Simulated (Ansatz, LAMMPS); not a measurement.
# Glassy 58ZnO-42GeO2 (mol %) (104 atoms): a short ab initio trajectory

Aim: follow glassy 58ZnO-42GeO2 (mol %) (104 atoms) for a short time with forces from DFT, then look at structure and electrons in the last frame.

Calculated with Ansatz 0.2.0; Kohn-Sham DFT, PBE, PAW (set soft_2), plane waves.

## 1. The starting structure

The cell holds 104 atoms: 25 Zn, 18 Ge and 61 O. Its edges and angles: a = 11.290 Å, b = 11.290 Å, c = 11.290 Å, α = 90.0°, β = 90.0°, γ = 90.0°. 104 atoms (25 Zn, 18 Ge, 61 O) placed at random at 4.35 g/cm³, melted at 4000 K for 10 ps at fixed volume with the Morse and Coulomb pair potential with partial charges (Pedone, Malavasi, Menziani, Cormack and Segre, J. Phys. Chem. B 110, 11780 (2006)). Quenched from 4000 K to 300 K at 200 K/ps and fixed volume, held 10 ps at zero pressure.

What the set-up can't give: The quench rate of 200 K/ps is many orders above laboratory rates, so the cell is likely richer in defects and strain than a real sample. The starting topology of bonds comes from the classical model. The Brillouin zone is sampled at Γ only, in a cell whose shortest periodic width is 11 Å.

## 2. Dynamics started at 400 K

A Nosé–Hoover thermostat steers the temperature while disturbing the dynamics little. The time step is 1.0 fs.

File input.yaml:

```yaml
crystal:
  lattice:
    - [11.28964, 0.0, 0.0]
    - [0.0, 11.28964, 0.0]
    - [0.0, 0.0, 11.28964]
  atoms:
    - { symbol: Zn, position: [0.29178, 0.85393, 0.19235] }
    - { symbol: Zn, position: [0.86857, 0.57188, 0.02981] }
    - { symbol: Zn, position: [0.26104, 0.41442, 0.6587] }
    - { symbol: Zn, position: [0.2599, 0.93822, 0.93066] }
    [... 94 atom lines left out ...]
    - { symbol: O, position: [0.86344, 0.87112, 0.08843] }
    - { symbol: O, position: [0.87765, 0.38304, 0.66677] }
    - { symbol: O, position: [0.28327, 0.12678, 0.88916] }
    - { symbol: O, position: [0.45987, 0.39964, 0.54943] }
    - { symbol: O, position: [0.24914, 0.24409, 0.64207] }
    - { symbol: O, position: [0.23615, 0.54811, 0.02604] }
kpoints:
  mp_grid: { grid: [1, 1, 1] }
hamiltonian:
  xc: pbe
scf:
  occupations: { method: gaussian, width: 0.05 }
output:
  forces: true
md:
  timestep: 1.0
  n_steps: 101
  ensemble: nvt_nose_hoover
  temperature: 400
  initial_velocities: maxwell_boltzmann
  seed: 8321
```

Launch:

```sh
ansatz run input.yaml --threads 4 --pin off --max-ram 8192MiB --backend cpu --events-out ev --progress --plain --runs-dir out
```

Elapsed: 11 min, on 4 threads of Intel Xeon 6975P-C (Granite Rapids), shared host; peak memory 2.7 GiB; 41 min of CPU time.

The program notes that it switched symmetry off.

The trajectory, sampled:

```csv
time (fs),T (K),potential (meV/atom),conserved (meV/atom)
0.0,400,0.0,0.00
7.0,500,-12.9,-0.04
13.0,568,-21.7,-0.06
20.0,535,-17.8,-0.02
27.0,533,-18.3,-0.04
34.0,506,-15.7,-0.03
40.0,481,-13.3,-0.02
47.0,500,-16.7,-0.03
54.0,546,-23.9,-0.04
61.0,546,-25.5,-0.04
67.0,532,-25.1,-0.02
74.0,556,-29.8,-0.05
81.0,542,-29.6,-0.03
88.0,545,-31.6,-0.06
94.0,499,-26.8,-0.05
101.0,438,-20.1,-0.03
```

Mean square displacement from the first frame to the last: Zn 0.089 Å², Ge 0.033 Å², O 0.12 Å².

Mean square displacement against time lag:

```csv
time lag (fs),Ge (Å²),O (Å²),Zn (Å²)
1.0,1.9e-5,8.5e-5,1.6e-5
3.0,1.7e-4,7.7e-4,1.5e-4
5.0,4.8e-4,0.00211,4.1e-4
7.0,9.4e-4,0.00408,8.0e-4
9.0,0.00154,0.00661,0.00131
11.0,0.00227,0.00961,0.00194
13.0,0.00312,0.0130,0.00270
15.0,0.00407,0.0166,0.00356
17.0,0.00512,0.0204,0.00454
19.0,0.00623,0.0243,0.00562
21.0,0.00741,0.0282,0.00680
23.0,0.00862,0.0320,0.00807
26.0,0.0105,0.0374,0.0101
28.0,0.0117,0.0407,0.0116
30.0,0.0130,0.0439,0.0132
32.0,0.0142,0.0468,0.0149
34.0,0.0154,0.0495,0.0166
36.0,0.0166,0.0520,0.0184
38.0,0.0177,0.0544,0.0202
40.0,0.0188,0.0566,0.0221
42.0,0.0199,0.0587,0.0241
44.0,0.0209,0.0608,0.0261
46.0,0.0219,0.0627,0.0282
48.0,0.0228,0.0646,0.0303
51.0,0.0241,0.0674,0.0336
```

Over the second half of 101 fs the temperature averages 530 K, falling from about 546 to 483 K (means over the first and last quarter of that half). The conserved energy stays within 0.06 meV/atom. From first frame to last O has the largest mean square displacement, 0.12 Å² at the end; the farthest move is 0.70 Å. The mean temperature of 530 K lies well off the 400 K of the input, so the thermostat hasn't yet brought the run to equilibrium. The count of bonds goes from 175 in the first frame to 178 in the last, by one set of cutoffs: 3 pairs passed out of them and 6 came within. The run spans 0.10 ps, too short for its means to be equilibrium values.

## 3. Local order late in the run

The g(r) is a mean over the second half; what follows it is taken at the last frame.

Density 4.52 g/cm³, 13.84 Å³ an atom.

Mean of 14 frames. g(r), total and by pair (bins of 0.2 Å):

```csv
r (Å),total,O-O,O-Zn,O-Ge,Zn-Zn,Zn-Ge,Ge-Ge
1.60,0.18,0.00,0.00,0.88,0.00,0.00,0.00
1.80,2.47,0.00,1.41,10.23,0.00,0.00,0.00
2.00,1.79,0.00,5.86,0.68,0.00,0.00,0.00
2.20,0.61,0.00,2.12,0.05,0.00,0.00,0.00
2.40,0.11,0.13,0.22,0.04,0.00,0.00,0.00
2.60,0.42,0.89,0.26,0.04,0.41,0.05,0.00
2.80,1.02,2.24,0.25,0.09,1.55,0.93,0.00
3.00,1.36,2.67,0.33,0.14,2.71,1.61,0.87
3.20,1.12,1.73,0.19,0.39,1.82,2.67,2.15
3.40,1.09,1.11,0.62,0.73,1.78,2.70,1.90
3.60,0.98,0.89,0.95,0.95,1.17,1.58,0.65
3.80,0.93,0.71,1.36,0.88,1.02,0.68,0.24
4.00,0.96,0.52,1.35,1.44,0.42,0.61,0.96
4.20,0.96,0.56,1.25,1.45,0.56,0.87,0.46
4.40,1.15,0.62,1.39,2.02,0.83,0.82,0.77
4.60,1.17,0.93,1.52,1.47,0.61,0.60,1.37
4.80,1.06,0.94,1.37,0.96,0.74,0.93,1.24
5.00,0.94,1.02,0.97,0.90,0.53,0.86,1.06
5.20,0.95,1.19,0.64,0.84,0.97,1.06,1.51
5.40,0.92,1.23,0.71,0.56,1.04,1.19,0.60
```

Bonds by pair of elements; cutoffs follow the first minimum of g(r), held within bounds set by covalent radii, and pairs that aren't listed don't count as bonded:

```csv
pair A-B,cutoff (Å),bonds,mean length (Å),spread (Å),shortest (Å),B about A,A about B
O-Zn,2.48,106,2.04,0.139,1.78,1.74,4.24
O-Ge,2.27,72,1.80,0.065,1.67,1.18,4
```

How many atoms have how many bonded neighbours:

```csv
element,mean,2,3,4,5
Ge,4,0,0,18,0
O,2.92,15,36,10,0
Zn,4.24,0,1,17,7
```

Bond angles, per cent of each kind in bins of 5°:

```csv
angle (°),O-Zn-O,O-Ge-O,Ge-O-Zn,Zn-O-Zn,Ge-O-Ge
65–70,0.6,0.0,0.0,0.0,0.0
70–75,2.9,0.0,0.0,2.7,0.0
75–80,4.0,0.0,0.0,2.7,0.0
80–85,12.0,0.0,1.1,2.7,0.0
85–90,10.9,4.6,4.3,5.4,0.0
90–95,11.4,7.4,2.1,14.9,0.0
95–100,5.7,8.3,7.5,16.2,0.0
100–105,9.1,11.1,7.5,12.2,0.0
105–110,6.9,22.2,7.5,6.8,12.5
110–115,5.1,18.5,11.8,8.1,0.0
115–120,6.3,13.9,6.5,4.0,18.8
120–125,2.9,6.5,16.1,6.8,12.5
125–130,3.4,2.8,7.5,2.7,12.5
130–135,3.4,1.8,10.8,5.4,6.2
135–140,5.7,0.9,6.5,2.7,0.0
140–145,2.3,0.9,6.5,2.7,12.5
145–150,1.7,0.0,2.1,1.4,18.8
150–155,1.7,0.9,1.1,1.4,0.0
155–160,0.6,0.0,1.1,1.4,6.2
160–165,1.1,0.0,0.0,0.0,0.0
165–170,1.1,0.0,0.0,0.0,0.0
170–175,0.0,0.0,0.0,0.0,0.0
175–180,1.1,0.0,0.0,0.0,0.0
```

Bond angles (no mean is given where the spread exceeds 20°):

```csv
angle,count,mean (°),spread (°)
O-Zn-O,175,-,-
O-Ge-O,108,109,11.7
Ge-O-Zn,93,119,16.3
Zn-O-Zn,74,107,18.9
Ge-O-Ge,16,131,15.1
```

Oxygen atoms by the number of network formers (Si, P, Ge, B, Al, As, Ga) bound to them:

```csv
network formers bound to O,O atoms,per cent
0,5,8.2
1,40,65.6
2,16,26.2
```

Network units: each former by its oxygen neighbours and how many of them bridge to another former:

```csv
former,O neighbours,bridging O,atoms
Ge,4,0,1
Ge,4,1,5
Ge,4,2,9
Ge,4,3,3
```

Bond length by coordination (bonds to H left out):

```csv
element,coordination,atoms,mean bond length (Å)
O,2,15,1.81
O,3,36,1.93
O,4,10,2.06
Zn,3,1,1.92
Zn,4,17,2.01
Zn,5,7,2.11
```

Rings of the network by King's shortest-path rule, up to 12 atoms, one path for each pair of neighbours; H, halogens, alkali and alkaline-earth atoms are left out, and the last column divides by all other atoms, bonded or not:

```csv
ring size (atoms),rings,per network atom
4,23,0.221
6,40,0.385
8,71,0.683
10,39,0.375
12,4,0.038
```

First main peaks of g(r), for some of the pairs, lie near 2.9 Å (O-O), 2.0 Å (O-Zn), 1.8 Å (O-Ge), 3.0 Å (Zn-Zn), 3.3 Å (Zn-Ge) and 3.2 Å (Ge-Ge). With the cutoffs above, all Ge atoms have 4, 59 % of O atoms have 3 and 68 % of Zn atoms have 4 bonded neighbours. Counting bonds to Ge alone, not to Zn, 26 % of the oxygens join two of these atoms and 66 % one; 8 % join none. The commonest Ge unit has 4 oxygens, 2 of them shared with other formers (9 of 18 atoms). Rings of 8 atoms are the most common (40 % of those counted); sizes run from 4 to 12, where the search stops.

## 4. Single point at the last frame

The last frame is solved again with fuller output, to read the electronic structure of a thermally displaced geometry.

File input.yaml:

```yaml
crystal:
  lattice:
    - [11.28964, 0.0, 0.0]
    - [0.0, 11.28964, 0.0]
    - [0.0, 0.0, 11.28964]
  atoms:
    - { symbol: Zn, position: [0.2926, 0.84231, 0.17493] }
    - { symbol: Zn, position: [0.87502, 0.55607, 0.03708] }
    - { symbol: Zn, position: [0.28257, 0.40577, 0.65372] }
    - { symbol: Zn, position: [0.27045, 0.94648, 0.9093] }
    [... 94 atom lines left out ...]
    - { symbol: O, position: [0.86778, 0.86313, 0.07285] }
    - { symbol: O, position: [0.86059, 0.3733, 0.65365] }
    - { symbol: O, position: [0.29706, 0.12396, 0.90959] }
    - { symbol: O, position: [0.42825, 0.42511, 0.53281] }
    - { symbol: O, position: [0.23597, 0.2449, 0.6476] }
    - { symbol: O, position: [0.23346, 0.58879, 0.00401] }
kpoints:
  mp_grid: { grid: [1, 1, 1] }
hamiltonian:
  xc: pbe
scf:
  occupations: { method: gaussian, width: 0.05 }
output:
  forces: true
  stress: true
  populations: true
  dos:
    method: { smearing: { sigma: 0.08 } }
    de: 0.1
    projected: { site_lists: { Ge: [Ge], O: [O], Zn: [Zn] } }
  eigenvalues: true
  write_density: true
  write_potential: true
  volumetric_format: npy
  elf: true
```

Wall time 18 s (4 threads); peak memory 2.4 GiB.

The run gave:

| Item | Value |
| --- | --- |
| free energy | -194886.1606 eV |
| free energy per atom | -1873.9054 eV/atom |
| SCF cycles | 10 |
| pressure | 1.341 GPa |
| r.m.s. force component | 1.015 eV/Å |
| longest force | 3.662 eV/Å |
| Fermi energy | 5.684 eV |
| gap (highest filled to lowest empty level) | 1.149 eV |
| spilling of the projection | 0.006854 |

Neighbours are counted within 2.48 Å (O-Zn), 2.27 Å (O-Ge), the cutoffs taken from the dynamics.

Length of the force by element and coordination:

```csv
element,coordination,atoms,mean length of the force (eV/Å),spread,least,most
Ge,all,18,2.62,0.678,1.66,3.66
O,all,61,1.43,0.676,0.222,3.51
O,2,15,1.63,0.515,0.836,2.77
O,3,36,1.45,0.752,0.222,3.51
O,4,10,1.06,0.392,0.391,1.78
Zn,all,25,1.06,0.566,0.193,2.21
Zn,3,1,0.799,0,0.799,0.799
Zn,4,17,1.16,0.565,0.377,2.21
Zn,5,7,0.866,0.547,0.193,1.90
```

Löwdin charges by element and coordination (they lack the spilled electrons, 0.060 e an atom on average):

```csv
element,coordination,atoms,mean charge (e),spread,least,most
Ge,all,18,1.46,0.0404,1.36,1.53
O,all,61,-0.930,0.129,-1.25,-0.709
O,2,15,-0.775,0.0803,-0.952,-0.709
O,3,36,-0.966,0.094,-1.25,-0.807
O,4,10,-1.03,0.0952,-1.22,-0.960
Zn,all,25,1.47,0.0205,1.42,1.50
Zn,3,1,1.45,0,1.45,1.45
Zn,4,17,1.47,0.0234,1.42,1.50
Zn,5,7,1.47,0.0099,1.46,1.49
```

Density of states as counts of states in windows of 1 eV (from the Fermi level), total and the larger projections:

```csv
from (eV),to (eV),total,O p,Zn d
-14,-11,0.0,0.0,0.0
-11,-10,1.9,1.1,0.0
-10,-9,8.5,4.7,0.2
-9,-8,15.3,8.2,1.2
-8,-7,14.1,7.3,2.9
-7,-6,86.0,32.0,45.9
-6,-5,165.5,31.0,127.3
-5,-4,79.5,31.2,39.0
-4,-3,65.4,45.2,12.3
-3,-2,82.0,68.0,8.9
-2,-1,76.2,65.2,8.0
-1,0,21.5,18.7,2.1
0,1,2.0,0.3,0.0
1,2,0.0,0.0,0.0
2,3,12.0,3.4,0.1
3,4,20.6,5.5,0.1
4,5,24.4,5.5,0.1
```

The curve was stored every 0.100 eV, coarse against its broadening of 0.08 eV, so these counts are rough.

Between -26 and -14 eV lie 302 more states.

The levels nearest the highest filled one (over half full), pooled over k-points and spins:

```csv
level less the highest filled one (eV),occupation
-0.28,2
-0.250,2
-0.182,2
-0.113,2
-0.0975,2
0,2
1.15,0
2.94,0
2.97,0
3.07,0
3.14,0
3.32,0
```

Mean Löwdin charges: Ge +1.46, O -0.93, Zn +1.47 e (they miss 0.69 % of the electrons, so they add up to more than the cell's charge).

## 5. Outcome

| Quantity | Value |
| --- | --- |
| mean temperature, second half | 530.2 K |
| temperature swing, second half | 31.62 K |
| slope of the conserved energy against time, by least squares | -0.1622 meV/atom/ps |
| free energy per atom | -1873.9054 eV/atom |
| pressure | 1.341 GPa |
| r.m.s. force component | 1.015 eV/Å |
| gap (highest filled to lowest empty level) | 1.149 eV |
| wall time of the 2 DFT runs | 11 min |

Over the second half of 101 fs the temperature averages 530 K, falling from about 546 to 483 K (means over the first and last quarter of that half). The conserved energy stays within 0.06 meV/atom. The mean temperature of 530 K lies well off the 400 K of the input, so the thermostat hasn't yet brought the run to equilibrium. The count of bonds goes from 175 in the first frame to 178 in the last, by one set of cutoffs: 3 pairs passed out of them and 6 came within. The run spans 0.10 ps, too short for its means to be equilibrium values. With the cutoffs above, all Ge atoms have 4, 59 % of O atoms have 3 and 68 % of Zn atoms have 4 bonded neighbours. Counting bonds to Ge alone, not to Zn, 26 % of the oxygens join two of these atoms and 66 % one; 8 % join none.

Between filled and empty levels lie 1.15 eV (at Γ alone); a semilocal functional tends to put such gaps too low. In a disordered cell it changes from sample to sample, and tail or defect levels can set it.

Caveats: The network of bonds at the start is that of the classical potential that made the cell; in DFT 3 of its 175 bonded pairs passed out of the cutoffs and 6 came within them. The stress is far from hydrostatic: its diagonal is 0.3, 0.2, 3.4 GPa, compression counted positive. The pressure of a single frame lacks the kinetic term, about 0.53 GPa here.

[Logs are printed without paths, hosts, clocks, repeated set-up lines and the standing remarks that a program may print on its own settings, such as how far it seeks lower states.]

[Hosts, paths, dates, database ids (printed as entryN), source tags and the programs' standing remarks are cut or masked in the printed files.]
